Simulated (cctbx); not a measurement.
# Interatomic vectors of Rb2SmCuBr6

Space group Fm-3m (no. 225), a = 11.3220 Å, b = 11.3220 Å, c = 11.3220 Å, α = 90.00°, β = 90.00°, γ = 90.00°, content Sm4 Rb8 Br24 Cu4.

The data are simulated with cctbx, not measured: Mo Kα, λ = 0.71073 Å, to d = 0.77 Å, 80 % of the full sphere, strongest reflection 20000 counts, noise from counting, a 6 % proportional error and a noise floor of 15 counts (s.d.); no absorption.

Patterson synthesis from sharpened amplitudes, origin scaled to 1000:

```text
Patterson group F m -3 m
      u       v       w   height  length (A)
  0.000   0.000   0.000   1000.0     0.00
  0.000   0.000   0.500    863.5     5.66
  0.000   0.250   0.250    601.7     4.00
  0.250   0.250   0.250    447.4     4.90
  0.000   0.000   0.252    392.7     2.86
  0.000   0.000   0.105     51.7     1.18
  0.125   0.125   0.250     47.9     3.47
  0.000   0.123   0.377     45.1     4.49
  0.000   0.000   0.394     44.6     4.46
  0.000   0.142   0.250     42.2     3.25
  0.000   0.125   0.125     41.7     1.99
  0.111   0.250   0.250     37.7     4.19
  0.000   0.067   0.067     32.9     1.07
  0.046   0.046   0.072     31.0     1.10
```

**Question.** Which atom pairs make the peaks, and where is the heaviest atom?

A peak at u stands for all pairs with xi − xj = u, with weight Σ ZiZj against Σ Z² = 59092 at the origin. Peak heights follow these weights only roughly, since form factors, motion and series ripples differ, all vectors within 0.55 Å of a peak are counted as merged into it though the farther ones add only part of their weight, and F(000) is left out, which lowers the whole map:

| u | v | w | shortest length (Å) | height | 1000 ΣZiZj/ΣZ² | pairs in the cell |
| --- | --- | --- | --- | --- | --- | --- |
| 0.000 | 0.000 | 0.500 | 5.66 | 864 | 926 | 24 × Br–Br, 8 × Sm–Cu, 8 × Rb–Rb |
| 0.000 | 0.250 | 0.250 | 4.00 | 602 | 682 | 16 × Rb–Br, 16 × Br–Br |
| 0.250 | 0.250 | 0.250 | 4.90 | 447 | 456 | 8 × Sm–Rb, 8 × Rb–Cu |
| 0.000 | 0.000 | 0.252 | 2.85 | 393 | 431 | 8 × Sm–Br, 8 × Br–Cu |
| 0.000 | 0.000 | 0.105 | 1.19 | 52 | 0 | none within 0.55 Å |
| 0.125 | 0.125 | 0.250 | 3.47 | 48 | 0 | none within 0.55 Å |
| 0.000 | 0.123 | 0.377 | 4.49 | 45 | 0 | none within 0.55 Å |

The table stops at ten peaks or at a height of 45, below which ripples compete. In the model behind the data Sm, the heaviest element, has 1 independent site: (0, 0, 0), up to an allowed shift of origin. No listed peak is a Sm–Sm vector, so the position follows from the cell content and the cross vectors. The whole model:

| atom | mult. | x | y | z | Ueq (Å²) |
| --- | --- | --- | --- | --- | --- |
| Sm1 | 4 | 0 | 0 | 0 | 0.0031 |
| Rb1 | 8 | 1/4 | 3/4 | 3/4 | 0.0026 |
| Br1 | 24 | 0 | 0 | 0.7448 | 0.0051 |
| Cu1 | 4 | 1/2 | 0 | 0 | 0.0040 |

This is a model crystal, built by substitution and not relaxed, with assumed displacement parameters.

[Logs are printed without paths, hosts, clocks, repeated set-up lines and the standing remarks that a program may print on its own settings, such as how far it seeks lower states.]
